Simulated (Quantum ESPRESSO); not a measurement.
Computed C K edges (Quantum ESPRESSO XSpectra, LDA, excited-electron core hole (neutral cell), supercells with 6.3 to 6.9 Å between holes, Lorentzian half width 0.4 eV up to 4 eV, rising linearly to 1.75 eV at 25 eV (folded afterwards from narrower runs), without spin-orbit coupling) of these absorbers are given in random order:
A. Y2C (R-3m): 6 Y at 2.49 Å (octahedral, site symmetry -3m)
B. Dy3AlC (Pm-3m): 6 Dy at 2.44 Å (octahedral, site symmetry m-3m)
C. HfC (Fm-3m): 6 Hf at 2.33 Å (octahedral, site symmetry m-3m)

Energy from 277.6 eV of photon energy (total-energy differences, less 6.7 eV, the free-atom term for the hole's spin); mean of 1 over the first 20 eV. In the free atom LDA prices this hole about 3 eV below PBE, which is itself good to a few eV.

```tsv
E (eV)	spectrum 1	spectrum 2	spectrum 3
-2.00	0.06	0.07	0.06
-1.25	0.08	0.10	0.08
-0.50	0.12	0.17	0.12
0.25	0.27	0.41	0.28
1.00	0.57	0.93	0.55
1.75	0.73	1.37	0.68
2.50	0.85	0.83	0.97
3.25	1.09	1.06	1.55
4.00	1.21	1.56	1.81
4.75	1.48	1.04	1.89
5.50	1.68	1.30	1.87
6.25	1.25	1.77	1.87
7.00	1.04	1.27	1.66
7.75	1.11	1.18	1.03
8.50	1.34	1.48	0.80
9.25	1.56	1.65	0.80
10.00	1.74	1.76	0.98
10.75	1.93	1.54	1.13
11.50	1.62	1.14	1.11
12.25	1.34	0.86	1.04
13.00	1.14	0.72	0.93
13.75	0.87	0.63	0.81
14.50	0.71	0.59	0.66
15.25	0.61	0.56	0.58
16.00	0.55	0.54	0.60
16.75	0.51	0.53	0.62
17.50	0.43	0.54	0.63
18.25	0.35	0.55	0.62
19.00	0.32	0.57	0.61
19.75	0.34	0.59	0.60
20.50	0.39	0.59	0.60
21.25	0.41	0.60	0.63
22.00	0.43	0.64	0.69
22.75	0.47	0.71	0.75
23.50	0.55	0.81	0.77
24.25	0.63	0.87	0.74
25.00	0.68	0.87	0.68
25.75	0.77	0.85	0.63
26.50	0.88	0.84	0.60
27.25	0.95	0.80	0.59
28.00	0.96	0.73	0.59
28.75	0.90	0.65	0.61
29.50	0.79	0.57	0.63
30.25	0.67	0.51	0.64
31.00	0.57	0.44	0.63
31.75	0.49	0.39	0.60
```

The database entry behind the starting cell differs from later determinations by our own check (about 0.2 % long), so it need not match the best structure at ambient conditions.

Which spectrum belongs to which crystal?

Spectrum 1 is C (rising edge 278.8 eV, maxima 5.0 eV (1.69) and 10.2 eV (1.94) above its zero). Spectrum 2 is B (rising edge 278.3 eV, maxima 1.6 eV (1.42), 6.3 eV (1.78) and 10.0 eV (1.76) above its zero). Spectrum 3 is A (rising edge 278.9 eV, maxima 4.8 eV (1.90) and 10.7 eV (1.15) above its zero). After the best relative shift (up to 4 eV allowed) the most alike pair, HfC (Fm-3m) and Dy3AlC (Pm-3m), differs by 22 % r.m.s., the least alike, HfC (Fm-3m) and Y2C (R-3m), by 37 %. Between 0 and 20 eV on the axis shown, these two part most near 10.6 eV, where HfC (Fm-3m) is higher by 0.8. The rising edges span 0.5 eV, lowest for Dy3AlC (Pm-3m).

The run has no spin polarisation, although Dy can carry a moment. Lanthanide 4f electrons are frozen in the core. Lifetime broadening is put in by hand, and intensities beyond about 20 eV depend on it. Some cells keep the holes under 6.5 Å apart, so shapes are probably not fully converged. The structures are entries of the Crystallography Open Database and the Materials Project (computed), used as given.

[Logs are printed without paths, hosts, clocks, repeated set-up lines and the standing remarks that a program may print on its own settings, such as how far it seeks lower states.]

[Hosts, paths, dates, database ids (printed as entryN), source tags and the programs' standing remarks are cut or masked in the printed files.]
